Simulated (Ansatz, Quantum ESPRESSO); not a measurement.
# 2H-CrSSe, 1 layer: response to a perpendicular field, part 6 of 6

Aim: how 2H-CrSSe, 1 layer screens a field along its normal, and what the field does to its bands.

Quantum ESPRESSO 7.5; plane-wave DFT, PBE, GBRV ultrasoft pseudopotentials; geometry and cross-check by Ansatz 0.2.0 with PAW datasets.

So far. Step 14 (Valence density): The density integrates to 26.000 electrons, as the 26 of the input ask. Step 19 (Cross-check with Ansatz: field 0.1 V/Å): At 0.1 V/Å Ansatz's dipole is -0.0147 e Å against -0.0144 from pw.x.

**22. Self-consistent run, with mixing_beta = 0.5 and electron_maxstep = 100**

How much does a setting matter? One run is repeated with a change.

Level of this step: plane-wave DFT, PBE, GBRV ultrasoft pseudopotentials (Quantum ESPRESSO 7.5).

Input file f1.w0.in:

```
&control
  prefix = 'f1.w0'
  outdir = './out'
  pseudo_dir = './pseudo'
  calculation = 'scf'
  tprnfor = .true.
  tefield = .true.
  dipfield = .true.
/
&system
  ibrav = 0
  nat = 3
  ntyp = 3
  ecutwfc = 40
  ecutrho = 200
  occupations = 'smearing'
  smearing = 'fd'
  degauss = 0.004
  edir = 3
  emaxpos = 0.97
  eopreg = 0.04
  eamp = 0.00194469
/
&electrons
  conv_thr = 1e-09
  mixing_beta = 0.5
  electron_maxstep = 100
  mixing_mode = 'plain'
/
ATOMIC_SPECIES
  Se  78.9710  se_pbe_v1.uspp.F.UPF
  Cr  51.9961  cr_pbe_v1.5.uspp.F.UPF
  S   32.0600  s_pbe_v1.4.uspp.F.UPF
CELL_PARAMETERS angstrom
  3.12657478435047 0.00000000000000 0.00000000000000
  -1.56328739217524 2.70769319007936 0.00000000000000
  0.00000000000000 0.00000000000000 20.14846134910000
ATOMIC_POSITIONS crystal
  Se  0.333333333333 0.666666666667 0.424896830027
  Cr  -0.000000000000 -0.000000000000 0.504967655179
  S   0.333333333333 0.666666666667 0.575801009293
K_POINTS automatic
  12 12 1 0 0 0
```

Started as:

```sh
OMP_NUM_THREADS=1 mpirun -n 4 pw.x -nk 4 -in f1.w0.in > f1.w0.out
```

Log:

```text
[banner, memory and clock lines left out]
Program PWSCF v.7.5 starts
[citation notice left out]

[...]
bravais-lattice index     =            0
     lattice parameter (alat)  =       5.9084  a.u.
     unit-cell volume          =    1151.0833 (a.u.)^3
     number of atoms/cell      =            3
     number of atomic types    =            3
     number of electrons       =        26.00
     number of Kohn-Sham states=           17
     kinetic-energy cutoff     =      40.0000  Ry
     charge density cutoff     =     200.0000  Ry
     scf convergence threshold =      1.0E-09
     mixing beta               =       0.5000
     number of iterations used =            8  plain     mixing
     Exchange-correlation=  SLA  PW   PBX  PBC
                           (   1   4   3   4   0   0   0)

[...]
PseudoPot. # 1 for Se read from file:
     ./pseudo/se_pbe_v1.uspp.F.UPF
     Pseudo is Ultrasoft + core correction, Zval =  6.0
     Generated by new atomic code, or converted to UPF format
     Using radial grid of  877 points,  6 beta functions with:
                l(1) =   0
                l(2) =   0
                l(3) =   1
                l(4) =   1
                l(5) =   2
                l(6) =   2
     Q(r) pseudized with  8 coefficients,  rinner =    1.300   1.300   1.300
                                                       1.300   1.300

     PseudoPot. # 2 for Cr read from file:
     ./pseudo/cr_pbe_v1.5.uspp.F.UPF
     Pseudo is Ultrasoft + core correction, Zval = 14.0
     Generated by new atomic code, or converted to UPF format
     Using radial grid of  857 points,  6 beta functions with:
                l(1) =   0
                l(2) =   0
                l(3) =   1
                l(4) =   1
                l(5) =   2
                l(6) =   2
     Q(r) pseudized with  8 coefficients,  rinner =    0.950   0.950   0.950
                                                       0.950   0.950

     PseudoPot. # 3 for S  read from file:
     ./pseudo/s_pbe_v1.4.uspp.F.UPF
     Pseudo is Ultrasoft + core correction, Zval =  6.0
     Generated by new atomic code, or converted to UPF format
     Using radial grid of  907 points,  6 beta functions with:
                l(1) =   0
                l(2) =   0
                l(3) =   1
                l(4) =   1
                l(5) =   2
                l(6) =   2
     Q(r) pseudized with  8 coefficients,  rinner =    1.300   1.300   1.300
                                                       1.300   1.300

     atomic species   valence    mass     pseudopotential
     Se                6.00    78.97100     Se( 1.00)
     Cr               14.00    51.99610     Cr( 1.00)
     S                 6.00    32.06000     S ( 1.00)

     No symmetry found

[...]
number of k points=    74  Fermi-Dirac smearing, width (Ry)=  0.0040
[...]
Dense  grid:    54921 G-vectors     FFT dimensions: (  27,  27, 180)

     Smooth grid:    39243 G-vectors     FFT dimensions: (  24,  24, 160)

     Check: negative core charge=   -0.000001

     Initial potential from superposition of free atoms

     starting charge      24.9999, renormalised to      26.0000

     negative rho (up, down):  2.974E-03 0.000E+00

     Adding external electric field

     Computed dipole along edir(3) :
        Dipole                0.0843 Ry au,          0.2143 Debye
        Dipole field          0.0009 Ry au,

        E field amplitude [Ha a.u.]:  1.9447E-03
        Potential amp.        0.0749 Ry
        Total length         36.5521 bohr

     Starting wfcs are   18 randomized atomic wfcs

     per-process dynamical memory:    62.2 Mb

     Self-consistent Calculation

     iteration #  1     ecut=    40.00 Ry     beta= 0.50
     Davidson diagonalization with overlap
     ethr =  1.00E-02,  avg # of iterations =  3.1

     negative rho (up, down):  3.626E-03 0.000E+00

     Adding external electric field

     Computed dipole along edir(3) :
        Dipole               -0.4392 Ry au,         -1.1164 Debye
        Dipole field         -0.0048 Ry au,

        E field amplitude [Ha a.u.]:  1.9447E-03
        Potential amp.        0.4927 Ry
        Total length         36.5521 bohr

     total energy              =    -243.01120089 Ry
     estimated scf accuracy    <       0.75780338 Ry

     iteration #  2     ecut=    40.00 Ry     beta= 0.50
[...]
negative rho (up, down):  3.710E-03 0.000E+00

[...]
Dipole                0.1610 Ry au,          0.4092 Debye
[...]
E field amplitude [Ha a.u.]:  1.9447E-03
[...]
total energy              =    -242.12279648 Ry
     estimated scf accuracy    <      13.25692855 Ry

     iteration #  3     ecut=    40.00 Ry     beta= 0.50
[...]
negative rho (up, down):  3.367E-03 0.000E+00

[...]
Dipole               -0.1606 Ry au,         -0.4083 Debye
[...]
E field amplitude [Ha a.u.]:  1.9447E-03
[...]
total energy              =    -243.29633767 Ry
     estimated scf accuracy    <       0.42124296 Ry

     iteration #  4     ecut=    40.00 Ry     beta= 0.50
[...]
negative rho (up, down):  3.412E-03 0.000E+00

[...]
Dipole                0.0386 Ry au,          0.0981 Debye
[...]
E field amplitude [Ha a.u.]:  1.9447E-03
[...]
total energy              =    -243.29595282 Ry
     estimated scf accuracy    <       0.40412108 Ry

     iteration #  5     ecut=    40.00 Ry     beta= 0.50
[...]
negative rho (up, down):  3.290E-03 0.000E+00

[...]
Dipole               -0.0217 Ry au,         -0.0551 Debye
[...]
E field amplitude [Ha a.u.]:  1.9447E-03
[...]
total energy              =    -243.31505067 Ry
     estimated scf accuracy    <       0.05604672 Ry

     iteration #  6     ecut=    40.00 Ry     beta= 0.50
[...]
negative rho (up, down):  3.243E-03 0.000E+00

[...]
Dipole               -0.0360 Ry au,         -0.0916 Debye
[...]
E field amplitude [Ha a.u.]:  1.9447E-03
[...]
total energy              =    -243.31955822 Ry
     estimated scf accuracy    <       0.00110041 Ry

[...]
iteration # 10     ecut=    40.00 Ry     beta= 0.50
[...]
negative rho (up, down):  3.211E-03 0.000E+00

[...]
Dipole               -0.0273 Ry au,         -0.0694 Debye
[...]
E field amplitude [Ha a.u.]:  1.9447E-03
[...]
total energy              =    -243.31999652 Ry
     estimated scf accuracy    <       0.00000052 Ry

     iteration # 11     ecut=    40.00 Ry     beta= 0.50
[...]
negative rho (up, down):  3.210E-03 0.000E+00

[...]
Dipole               -0.0273 Ry au,         -0.0694 Debye
[...]
E field amplitude [Ha a.u.]:  1.9447E-03
[...]
total energy              =    -243.31999658 Ry
     estimated scf accuracy    <       0.00000002 Ry

     iteration # 12     ecut=    40.00 Ry     beta= 0.50
[...]
negative rho (up, down):  3.209E-03 0.000E+00

[...]
Dipole               -0.0273 Ry au,         -0.0695 Debye
[...]
E field amplitude [Ha a.u.]:  1.9447E-03
[...]
total energy              =    -243.31999662 Ry
     estimated scf accuracy    <          5.7E-09 Ry

     iteration # 13     ecut=    40.00 Ry     beta= 0.50
[...]
negative rho (up, down):  3.208E-03 0.000E+00

[...]
Dipole               -0.0274 Ry au,         -0.0697 Debye
[...]
E field amplitude [Ha a.u.]:  1.9447E-03
[...]
End of self-consistent calculation

          k = 0.0000 0.0000 0.0000 (  4871 PWs)   bands (ev):

   -72.5163 -43.8883 -43.8223 -43.8223 -15.7947 -14.3466  -6.5270  -2.9288
    -2.8982  -2.8982  -1.8693  -1.8693  -0.9489   1.7556   1.7556   2.1452
     2.1452

          k = 0.0000 0.0962 0.0000 (  4859 PWs)   bands (ev):

   -72.5156 -43.8871 -43.8290 -43.8239 -15.6873 -14.2671  -6.4194  -3.2300
    -2.8964  -2.8566  -1.9740  -1.9232  -0.9682   1.4765   1.6307   1.7416
     2.0385

[...]
the Fermi energy is    -0.5114 ev

!    total energy              =    -243.31999662 Ry
     estimated scf accuracy    <          5.1E-10 Ry
     smearing contrib. (-TS)   =      -0.00000313 Ry
     internal energy E=F+TS    =    -243.31999349 Ry

     The total energy is F=E-TS. E is the sum of the following terms:
     one-electron contribution =   -1241.30924458 Ry
     hartree contribution      =     621.28080995 Ry
     xc contribution           =     -60.61959475 Ry
     ewald contribution        =     437.32792101 Ry
     electric field correction =       0.00011488 Ry

     convergence has been achieved in  13 iterations

     negative rho (up, down):  3.208E-03 0.000E+00

     Forces acting on atoms (cartesian axes, Ry/au):

     atom    1 type  1   force =    -0.00000007    0.00000002   -0.00002978
     atom    2 type  2   force =     0.00000007    0.00000003   -0.00016276
     atom    3 type  3   force =    -0.00000000   -0.00000005    0.00019255

     Total force =     0.000254     Total SCF correction =     0.000141
     SCF correction compared to forces is large: reduce conv_thr to get better values

[...]
```

The job ended after 43 s (4 MPI ranks of Arm Neoverse V1, shared host; peak memory 0.44 GiB).

Beside the run it was changed from:

```csv
quantity,this run,unchanged run,difference
dipole along the normal (e·Å),-0.01451,-0.01445,-6.2e-5
free energy (eV),-3310.537,-3310.537,0
wall time (s),43,37,
SCF iterations,13,9,
```

The free energy moves by +0 meV an atom.

This run starts from superposed atoms, the unchanged one from a saved density, so their iteration counts don't compare.

The physical values in this table move by up to 0.43 %.

**23. Worked from the printed numbers**

α = Δp/E = (-0.01445 − (-0.03906)) e Å / 0.1 V/Å = 0.2461 e Å²/V; times e/(4πε₀) = 14.40 V Å this is 3.544 Å³. With A = 8.466 Å², 4πα/A = 5.260 Å.

**24. Summary of results**

```json
{
  "polarisability along the normal, a cell": "3.54 Å³",
  "sheet polarisability 4πα/A": "5.26 Å",
  "dipole without a field": "-0.0391 e·Å",
  "Kohn-Sham ionisation potential, upper face": "5.97 eV",
  "gap along the path at 0 V/Å": "0.83 eV",
  "gap along the path at 0.2 V/Å": "0.82 eV",
  "gap along the path at 0.3 V/Å": "0.81 eV"
}
```

In words: The sheet answers a field with a polarisability of 3.54 Å³ a cell, or 4πα/A = 5.26 Å (PBE, GBRV ultrasoft). In pw.x the dipole follows the field linearly over the range tried. A perfect conductor 5.26 Å thick would screen alike; the outer atoms lie 3.04 Å apart. At 0.1 V/Å the sheet takes 0.526 eV off the potential drop. At 0.2 V/Å the gap along the path goes from 0.83 to 0.82 eV. Quantum ESPRESSO and Ansatz give 3.544 and 3.536 Å³ for the polarisability (pw.x from 0 and 0.1 V/Å, Ansatz from ±0.1 V/Å), which agree. The ions stay at their zero-field places, so this is the electrons' response alone. Semilocal gaps are too small, and in strong fields empty levels can belong to the vacuum. Spin-orbit coupling is left out; depending on the atoms that carry the levels of interest, it can split and shift them by tens to hundreds of meV. The runs have no spin polarisation, although Cr can carry a moment.

[Logs are printed without paths, hosts, clocks, repeated set-up lines and the standing remarks that a program may print on its own settings, such as how far it seeks lower states.]

[Hosts, paths, dates, database ids (printed as entryN), source tags and the programs' standing remarks are cut or masked in the printed files.]

[Maps of the electrostatic potential energy from Ansatz leave out the sawtooth potential of an applied field or a dipole correction, so their vacuum need not be flat; planar profiles and work functions include it.]
